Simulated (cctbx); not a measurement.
# Accept or mend?

Cell a = 7.0520 Å, b = 4.3160 Å, c = 7.9470 Å, α = 90.00°, β = 90.00°, γ = 90.00°; space group Pnma (no. 62).

Simulated single-crystal data (cctbx): Cu Kα, λ = 1.54184 Å, to d = 0.83 Å, 50 % of the full sphere, strongest reflection 20000 counts, noise from counting, a 3 % proportional error and a noise floor of 2 counts (s.d.); no absorption, and some extinction, which the refinements don't model.

An anisotropic refinement with weights 1/σ² prints:

```text
Rint 0.027, 249 unique reflections to 0.83 A
cycle     R1     wR2    GooF  max shift (A)
   1  0.2238  0.5004  16.052   0.01589
   2  0.2102  0.4492  14.409   0.00022
final R1 0.2102 wR2 0.4492 GooF 14.409  parameters 12  data/parameter 20.8
atom        x        y        z      Ueq    occ   su(xyz)  su(Uiso or U11)
Pb1    0.21946  0.75000  0.59863   0.0061  1.000  0.00077  0.0030
Hf1    0.99784  0.75000  0.19342   0.0075  1.000  0.00083  0.0035
difference map: max 65.75 min -12.56 rms 5.61
Q1    0.1759  0.2500  0.4270    4   66.81  2.57 A from Pb1
Q2    0.0033  0.2500  0.8155    4   46.29  0.07 A from Hf1
Q3    0.2100  0.7500  0.5860    4   37.20  0.12 A from Pb1
Q4    0.1685  0.7500  0.3888    4   11.32  1.71 A from Pb1
Q5    0.1664  0.2500  0.5841    4   11.19  2.11 A from Hf1
Q6    0.9873  0.2500  0.3528    4    7.49  1.51 A from Pb1
```

**Question.** Can this result stand? If not, what is the likely fault?

Mend it. The fault: an atom left out, Co at (0.6741, 1/4, 0.0743). Against the right model at the same level, R1 goes from 0.0146 to 0.2102 and GooF from 1.02 to 14.41, U of Pb1 shrinks from 0.0180 to 0.0061 Å² and the top difference peak, 66.8 e/Å³, lies 2.57 Å from Pb1. Q1 is the missing atom. With scattering power missing, scale and phases suffer, so peaks may also grow on the heavy atoms.

The compound is HfCoPb. The right model at the same level gives:

```text
Rint 0.027, 249 unique reflections to 0.83 A
cycle     R1     wR2    GooF  max shift (A)
   1  0.0145  0.0318   1.032   0.00024
   2  0.0146  0.0315   1.025   0.00000
final R1 0.0146 wR2 0.0315 GooF 1.025  parameters 18  data/parameter 13.8
atom        x        y        z      Ueq    occ   su(xyz)  su(Uiso or U11)
Pb1    0.21741  0.75000  0.59784   0.0180  1.000  0.00005  0.0002
Hf1    0.99785  0.75000  0.19323   0.0166  1.000  0.00006  0.0002
Co1    0.67389  0.25000  0.07394   0.0233  1.000  0.00025  0.0008
difference map: max 1.03 min -1.25 rms 0.30
Q1    0.2008  0.5226  0.3310    8    1.06  1.41 A from Co1
Q2    0.2210  0.7500  0.4195    4    0.96  1.42 A from Pb1
Q3    0.2613  0.2500  0.5767    4    0.88  1.35 A from Co1
Q4    0.0490  0.2500  0.2230    4    0.86  1.84 A from Co1
Q5    0.0848  0.0281  0.5939    8    0.80  1.52 A from Pb1
Q6    0.0713  0.7500  0.7216    4    0.79  1.42 A from Pb1
```

Isotropic U is held between 0.0001 and 1 Å² by the program, and listed peak heights are interpolated, so they can pass the grid's maximum.

The model is made up (kin elements in a known structure type, no relaxation), so it says nothing on whether the phase exists.

[Middle refinement cycles are left out of these outputs.]

[Logs are printed without paths, hosts, clocks, repeated set-up lines and the standing remarks that a program may print on its own settings, such as how far it seeks lower states.]
